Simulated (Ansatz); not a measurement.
# TlSe3F (built on the sites of a database entry of TlIO3): phonons and vibrational spectra

Wanted: phonon frequencies of TlSe3F (built on the sites of a database entry of TlIO3) and what follows from them.

Program: Ansatz 0.2.0. Level of theory: DFT PBEsol, scalar-relativistic, plane waves, PAW. Results are calculated unless marked as measured.

Most raw output is cut from this account.

The structure was built from a prototype and need not be the compound's stable phase.

## Step 1: Set-up

Symmetry: R3m, No. 160, trigonal system. The conventional cell has a = 6.725 Å, b = 6.725 Å, c = 8.501 Å, α = 90.00°, β = 90.00°, γ = 120.00°. Nearest to Tl lie 3 Se at 3.14 Å. F has 3 Se at 1.94 Å nearest. Se has 1 F at 1.94 Å nearest. Farther neighbours and most contacts between anions are not listed.

Structure file:

```cif
data_structure
_symmetry_space_group_name_H-M 'R3m:H'
_symmetry_Int_Tables_number 160
_cell_length_a 6.7248
_cell_length_b 6.7248
_cell_length_c 8.5014
_cell_angle_alpha 90.000
_cell_angle_beta 90.000
_cell_angle_gamma 120.000
_cell_volume 332.95
loop_
_atom_site_label
_atom_site_type_symbol
_atom_site_symmetry_multiplicity
_atom_site_Wyckoff_symbol
_atom_site_fract_x
_atom_site_fract_y
_atom_site_fract_z
_atom_site_occupancy
Tl1 Tl 3 a 0.33333 0.66667 0.67542 1
F1 F 3 a 0.33333 0.66667 0.16853 1
Se1 Se 9 b 0.62759 0.81380 0.27569 1
```

## Step 2: Coarse relaxation

The start is far from rest, so a relaxation with loose tolerances brings it close first.

The input, input.yaml:

```yaml
crystal:
  lattice:
    - [3.36242, 1.94129, 2.83379]
    - [-3.36242, 1.94129, 2.83379]
    - [0.0, -3.88259, 2.83379]
  atoms:
    - { symbol: Tl, position: [0.00875085, 0.00875085, 0.00875085] }
    - { symbol: F, position: [0.50186733, 0.50186733, 0.50186733] }
    - { symbol: Se, position: [0.90328765, 0.46189709, 0.46189709] }
    - { symbol: Se, position: [0.46189709, 0.90328765, 0.46189709] }
    - { symbol: Se, position: [0.46189709, 0.46189709, 0.90328765] }
kpoints:
  mp_grid: { grid: [6, 6, 6] }
hamiltonian:
  xc: pbesol
scf:
  occupations: { method: gaussian, width: 0.1 }
output:
  forces: true
  stress: true
  eigenvalues: true
relax:
  adjacent_minimum: "off"
  f_tol: 0.05
  max_steps: 80
  cell: { stress_tol: 0.5 }
```

Run with:

```bash
ansatz run input.yaml --threads 8 --pin off --max-ram 14336MiB --backend cpu --events-out ev --progress --plain --runs-dir out
```

Elapsed: 9.5 s, on 8 threads of AMD EPYC 9R45, shared host; peak memory 0.67 GiB; 67 s of CPU time.

The steps of the relaxation:

```csv
step,energy less that of the first step (eV),largest force component (eV/Å),pressure (GPa),volume (Å³)
1,0.0000,4.4841,7.04,110.98
2,-0.9393,2.2698,4.80,104.61
3,-1.4215,0.8365,0.85,105.95
4,-1.8460,0.6824,1.53,102.16
5,-2.3899,2.0970,2.90,102.47
6,-2.8572,2.1065,7.49,104.50
7,-3.4805,1.1121,-0.47,115.04
8,-3.6682,0.7428,0.09,118.74
9,-3.8310,0.1602,-0.51,120.11
10,-3.8153,0.4219,0.62,120.43
11,-3.8377,0.0680,0.23,118.90
12,-3.8384,0.0158,0.12,119.23
13*,-3.8488,0.0155,0.27,119.23
```

Relaxation steps marked * repeat the geometry before them on a plane-wave basis chosen anew for their cell, so energy and pressure can jump there. Relaxation step 10 was tried and not accepted.

The run keeps the 6 symmetry operations that it works with, so distortions that break them were not tested.

```csv
"conventional cell, symmetrised",before,after,change
a (Å),6.725,6.845,+1.8 %
b (Å),6.725,6.845,+1.8 %
c (Å),8.501,8.814,+3.7 %
volume (Å³/atom),22.20,23.85,+7.4 %
```

The atoms that moved most (Å, as changes of fractional coordinates times the final cell):

```csv
atom,dx,dy,dz,length
F2,0.000,0.000,1.088,1.088
Tl1,0.000,0.000,-0.993,0.993
Se5,0.000,-0.815,-0.031,0.816
Se3,0.706,0.408,-0.031,0.816
Se4,-0.706,0.408,-0.031,0.816
```

The relaxed structure:

```xyz
5
Lattice="3.4227 1.9761 2.9380 -3.4227 1.9761 2.9380 0.0000 -3.9522 2.9380" Properties=species:S:1:pos:R:3 pbc="T T T"
Tl    0.0000    0.0000   -0.9161
F     0.0000    0.0000    5.5109
Se    2.2168    1.2799    5.3365
Se   -2.2168    1.2799    5.3365
Se    0.0000   -2.5597    5.3365
```

Numbers from this step:

```
pressure           : 0.2662 GPa
volume per atom    : 23.85 Å³
gap on the k-mesh  : 0.2488 eV
direct gap on mesh : 0.5791 eV
```

In this step the volume went from 22.20 to 23.85 Å³/atom.

## Step 3: Relaxation

Harmonic phonons are second derivatives at a point where the forces vanish, and they are wanted at zero stress, so atoms and cell are relaxed first.

The input, input.yaml:

```yaml
crystal:
  lattice:
    - [3.4227170429, 1.9761048782, 2.9379569516]
    - [-3.4227170429, 1.9761048782, 2.9379569516]
    - [0.0, -3.9522149401, 2.9379534649]
  atoms:
    - { symbol: Tl, position: [-0.103940939, -0.103940939, -0.103940939] }
    - { symbol: F, position: [0.6252568646, 0.6252568646, 0.6252568646] }
    - { symbol: Se, position: [1.0372417073, 0.3895711886, 0.3895711886] }
    - { symbol: Se, position: [0.3895711886, 1.0372417073, 0.3895711886] }
    - { symbol: Se, position: [0.3895711886, 0.3895711886, 1.0372417073] }
kpoints:
  mp_grid: { grid: [6, 6, 6] }
hamiltonian:
  xc: pbesol
scf:
  occupations: { method: gaussian, width: 0.01 }
output:
  forces: true
  stress: true
  eigenvalues: true
relax:
  adjacent_minimum: "off"
  f_tol: 0.005
  max_steps: 80
  cell: { stress_tol: 0.05 }
```

Elapsed: 3.4 s, on 8 threads; peak memory 0.68 GiB; 23 s of CPU time.

Relaxation path:

```csv
step,energy less that of the first step (eV),largest force component (eV/Å),pressure (GPa),volume (Å³)
1,0.0000,0.0152,0.27,119.23
2,0.0004,0.0161,-0.12,120.91
3,-0.0002,0.0075,-0.02,120.52
4,-0.0003,0.0016,0.00,120.46
5*,-0.0014,0.0015,0.02,120.46
```

Relaxation steps marked * repeat the geometry before them on a plane-wave basis chosen anew for their cell, so energy and pressure can jump there.

Forces are held to the 6 operations that the run works with; a distortion that breaks them can't arise in this run.

```csv
"conventional cell, symmetrised",before,after,change
a (Å),6.845,6.856,+0.2 %
b (Å),6.845,6.856,+0.2 %
c (Å),8.814,8.877,+0.7 %
volume (Å³/atom),23.85,24.09,+1.0 %
```

The atoms that moved most (Å, as changes of fractional coordinates times the final cell):

```csv
atom,dx,dy,dz,length
F2,0.000,0.000,0.014,0.014
```

Final coordinates:

```xyz
5
Lattice="3.4280 1.9792 2.9591 -3.4280 1.9792 2.9591 0.0000 -3.9583 2.9591" Properties=species:S:1:pos:R:3 pbc="T T T"
Tl    0.0000    0.0000   -0.9253
F     0.0000    0.0000    5.5646
Se    2.2218    1.2827    5.3709
Se   -2.2218    1.2827    5.3709
Se    0.0000   -2.5655    5.3709
```

Numbers from this step:

```
pressure           : 0.01664 GPa
gap on the k-mesh  : 0.2748 eV
volume per atom    : 24.09 Å³
direct gap on mesh : 0.5583 eV
```

In this step the volume went from 23.85 to 24.09 Å³/atom.

## Step 4: Relaxing to small forces for the phonons

Phonons need a cell at rest on their own settings, so the relaxation is repeated with tight tolerances on forces and stress, using the mesh and the filling of the phonon run that follows.

The input, input.yaml:

```yaml
crystal:
  lattice:
    - [3.4279986038, 1.9791541763, 2.9590553523]
    - [-3.4279986038, 1.9791541763, 2.9590553523]
    - [0.0, -3.9583135737, 2.9590518603]
  atoms:
    - { symbol: Tl, position: [-0.1042364262, -0.1042364262, -0.1042364262] }
    - { symbol: F, position: [0.626849451, 0.626849451, 0.626849451] }
    - { symbol: Se, position: [1.0371129687, 0.3889870083, 0.3889870083] }
    - { symbol: Se, position: [0.3889870083, 1.0371129687, 0.3889870083] }
    - { symbol: Se, position: [0.3889870083, 0.3889870083, 1.0371129687] }
kpoints:
  mp_grid: { grid: [6, 6, 6] }
hamiltonian:
  xc: pbesol
scf:
  occupations: { method: fixed }
output:
  forces: true
  stress: true
  eigenvalues: true
relax:
  adjacent_minimum: "off"
  f_tol: 0.001
  max_steps: 60
  cell: { stress_tol: 0.01 }
```

Wall time 3.3 s (8 threads); peak memory 0.68 GiB; 23 s of CPU time.

Little changed from the start: no atom moved by 0.005 Å and no cell edge by 0.1 %.

Numbers from this step:

```
pressure           : 0.001234 GPa
gap on the k-mesh  : 0.2787 eV
volume per atom    : 24.12 Å³
direct gap on mesh : 0.5579 eV
```

The largest force component left is 0.21 meV/Å and the pressure is 0.001 GPa, within the tolerances set. The cell now holds 24.12 Å³/atom.

## Step 5: Zone-centre response

The zone centre comes first: it holds the modes that light can see, as far as symmetry allows. The response to a homogeneous field gives the Born charges and the dielectric tensor.

The input, input.yaml:

```yaml
crystal:
  lattice:
    - [3.4285232222, 1.9794570636, 2.961194869]
    - [-3.4285232222, 1.9794570636, 2.961194869]
    - [0.0, -3.9589193521, 2.9611913764]
  atoms:
    - { symbol: Tl, position: [-0.104526883, -0.104526883, -0.104526883] }
    - { symbol: F, position: [0.6268922782, 0.6268922782, 0.6268922782] }
    - { symbol: Se, position: [1.0372437745, 0.3890454202, 0.3890454202] }
    - { symbol: Se, position: [0.3890454202, 1.0372437745, 0.3890454202] }
    - { symbol: Se, position: [0.3890454202, 0.3890454202, 1.0372437745] }
kpoints:
  mp_grid: { grid: [6, 6, 6] }
hamiltonian:
  xc: pbesol
scf:
  occupations: { method: fixed }
output:
  eigenvalues: true
phonons:
  method: dfpt
  dielectric: true
  rigid_motions: translations
```

Elapsed: 35 s, on 8 threads; peak memory 2.5 GiB; 4.1 min of CPU time.

Numbers from this step:

* sum-rule residual before enforcement: 8.46e-5 eV/Å²
* miss of the charge sum rule: 0.007132 e
* estimated error of the dielectric tensor: 0.07939
* estimated error of the Born charges: 0.02632 e
* point group: 3m
* highest optical mode at the zone centre (no LO-TO term): 296.6 cm⁻¹
* lowest optical zone-centre mode: 18.89 cm⁻¹
* mean high-frequency dielectric constant: 14.53
* largest Born charge (third of the trace): 2.323 e
* mean static dielectric constant: 118.0
* top of the zone-centre spectrum with the field: 309.8 cm⁻¹

Without the LO-TO term. Patterns of degenerate modes are one choice out of their space. Modes at Γ, with each element's share of the kinetic energy:

```csv
mode,frequency (cm⁻¹),symmetry,Tl %,F %,Se %
1,0.0,acoustic,44,4,51
2,0.0,acoustic,44,4,51
3,0.0,acoustic,44,4,51
4,18.9,E,10,45,45
5,18.9,E,10,45,45
6,42.1,A2,0,0,100
7,45.6,A1,51,1,48
8,45.9,E,45,1,53
9,45.9,E,45,1,53
10,96.2,E,0,40,60
11,96.2,E,0,40,60
12,194.3,E,0,9,91
13,194.3,E,0,9,91
14,237.3,A1,4,83,13
15,296.6,A1,1,12,88
```

Displacements in mode 4 (18.9 cm⁻¹), the largest set to 1:
```
Tl1 -0.15 -0.12  0.00
F2   1.00  0.83  0.00
Se3 -0.01  0.02  0.50
Se4  0.06  0.10 -0.17
Se5  0.09  0.00 -0.32
```

Displacements in mode 7 (45.6 cm⁻¹), the largest set to 1:
```
Tl1  0.00  0.00  1.00
F2   0.00  0.00  0.43
Se3 -0.02 -0.01 -0.90
Se4  0.02 -0.01 -0.90
Se5  0.00  0.02 -0.90
```

Optical modes at the zone centre, without and with the macroscopic field of the longitudinal modes; each column is sorted by frequency, so a row need not hold one and the same mode. Modes with and without the field, by row:

```csv
rank among optical modes,no field (cm⁻¹),"q along (1, 0, 0) (cm⁻¹)","q along (0, 0, 1) (cm⁻¹)"
1,18.9,18.9,18.9
2,18.9,42.1,18.9
3,42.1,45.4,42.1
4,45.6,45.6,45.9
5,45.9,45.9,45.9
6,45.9,46,54
7,96.2,96.2,96.2
8,96.2,141,96.2
9,194.3,194.3,194.3
10,194.3,194.5,194.3
11,237.3,237.3,240.6
12,296.6,296.6,309.8
```

Born charge (rows field, columns displacement) (e), principal values of the symmetric part by kind of site:

```csv
atom,atoms with these values,low,middle,high,mean
Tl1,1,1.72,1.72,3.53,2.32
F2,1,-2.41,-2.41,-1.92,-2.25
Se3,3,-1.39,-1.00,2.32,-0.02
```

In full for F2:

```
-2.41  0.00  0.00
 0.00 -2.41  0.00
 0.00  0.00 -1.92
```

High-frequency dielectric tensor:

```
13.05  0.00  0.00
 0.00 13.05  0.00
 0.00  0.00 17.50
```

Static dielectric tensor (ions relaxed, fixed cell):

```
163.2   0.0   0.0
  0.0 163.2   0.0
  0.0   0.0  27.6
```

Transverse modes. Infrared lines, with heights relative to the strongest:

```csv
position (cm⁻¹),lines merged,relative intensity
19,1,44
42,1,0.0
46,2,7.4
96,1,100
194,1,0.5
237,1,15
297,1,59
```

Before it was imposed, the acoustic sum rule was missed by 8.5e-5 eV/Å² and the charge sum rule by 0.0071 e. Small misses are needed for a sound result but don't prove that mesh and cutoff are converged. The lowest optical mode is real, 18.9 cm⁻¹.

The log warns of the k mesh: “the force constants stand on the 6×6×6 k-mesh, whose period is 11.12 times the interband length at k = (0.0000, -0.5000, -0.5000), direct gap 0.558 eV, under 14: take them and everything formed from them as unconverged”.

## Step 6: Phonons on a q mesh

Stability and thermal properties need the whole zone. Linear response on a 2×2×2 q mesh gives force constants as far as a supercell of that size would, and the tensors from the zone-centre run are typed in so that the long-range dipole term is interpolated apart.

input.yaml, the sections that differ from step 5:

```yaml
phonons:
  method: dfpt
  qmesh: [2, 2, 2]
  temperatures: { t_max: 1000, t_step: 50 }
  qpath:
    path:
      - [[0.0, 0.0, 0.0], [0.5, 0.5, 0.5], [0.53543502, 0.46456498, 0.5]]
      - [[0.5, -0.46456498, 0.46456498], [0.5, 0.0, 0.0], [0.0, 0.0, 0.0], [0.48228249, -0.48228249, 0.0]]
      - [[0.51771751, 0.0, 0.48228249], [0.5, 0.0, 0.5], [0.0, 0.0, 0.0]]
    npoints: 10
  non_analytic_term:
    high_frequency_dielectric_tensor: [[13.0475, 0.0, 0.0], [0.0, 13.0475, 0.0], [0.0, 0.0, 17.5011]]
    born_effective_charges:
      - { species: Tl, tensor: [[1.7195, 0.0, 0.0], [0.0, 1.7195, 0.0], [0.0, 0.0, 3.5285]] }
      - { species: F, tensor: [[-2.4101, 0.0, 0.0], [0.0, -2.4101, 0.0], [0.0, 0.0, -1.9232]] }
      - { species: Se, tensor: [[0.8445, 1.064, 0.8167], [1.064, -0.3841, 0.4715], [1.8943, 1.0937, -0.5351]] }
      - { species: Se, tensor: [[0.8445, -1.064, -0.8167], [-1.064, -0.3841, 0.4715], [-1.8943, 1.0937, -0.5351]] }
      - { species: Se, tensor: [[-0.9984, 0.0, 0.0], [0.0, 1.4588, -0.943], [0.0, -2.1874, -0.5351]] }
    source: "zone-centre run at this cell"
# crystal, kpoints, hamiltonian, scf, output: as in step 5
```

It took 67 s on 8 threads; peak memory 1.8 GiB; 8.3 min of CPU time.

Numbers from this step:

```yaml
sum_rule_residual_before_enforcement: 2.01e-5 eV/Å²
lowest_frequency_on_the_path: -52.29 cm⁻¹
highest_frequency_on_the_path_or_at_a_solved_wavevector: 309.8 cm⁻¹
lowest_optical_zone_centre_mode: 18.88 cm⁻¹
lowest_mode_on_the_q_mesh_acoustic_modes_at_gamma_apart: -52.29 cm⁻¹
```

Frequencies (cm⁻¹) solved at each irreducible wavevector; negative means imaginary. Frequencies by wavevector, by row:

```csv
q in reciprocal lattice units,star,mode 1,mode 2,mode 3,mode 4,mode 13,mode 14,mode 15
0 0 0,1,0,0,0,18.9,194.3,237.3,296.6
0 0 -0.5,3,-52.3,-14.9,19.4,23.1,194.2,262.2,280.8
0 -0.5 -0.5,3,-39.8,-32.5,17.5,28.2,198.9,250.3,287.7
-0.5 -0.5 -0.5,1,-39.7,24.2,24.2,26.2,201.8,243.9,298.5
```

Interpolated from a 2×2×2 q mesh, with the LO-TO term (at Γ the limit along the path; where Γ stands inside the path, tables give the limit on arrival). Phonon branches along the path, in cm⁻¹:

```csv
point,branch 1,branch 2,branch 3,branch 4,branch 12,branch 13,branch 14,branch 15
Γ,0,0,0,19,194,194,241,310
halfway,10,18,18,30,198,198,247,299
T,-40,24,24,26,202,202,244,298
halfway,-40,24,24,25,202,202,244,298
H2,-40,21,24,25,202,202,244,298
jump to H0,-40,21,24,25,202,202,244,298
halfway,-38,-26,20,25,196,199,252,287
L,-52,-15,19,23,193,194,262,281
halfway,-36,9,13,27,194,194,248,294
Γ,0,0,0,19,194,194,239,302
halfway,-45,-9,20,27,192,197,254,283
S0,-40,-32,18,28,198,199,250,288
jump to S2,-40,-32,18,28,198,199,250,288
halfway,-40,-32,18,28,198,199,250,288
F,-40,-32,18,28,198,199,250,288
halfway,-25,-8,18,26,195,196,248,296
Γ,0,0,0,19,194,194,240,306
```

[end of part 1 of 2]

[Logs are printed without paths, hosts, clocks, repeated set-up lines and the standing remarks that a program may print on its own settings, such as how far it seeks lower states.]

[Hosts, paths, dates, database ids (printed as entryN), source tags and the programs' standing remarks are cut or masked in the printed files.]
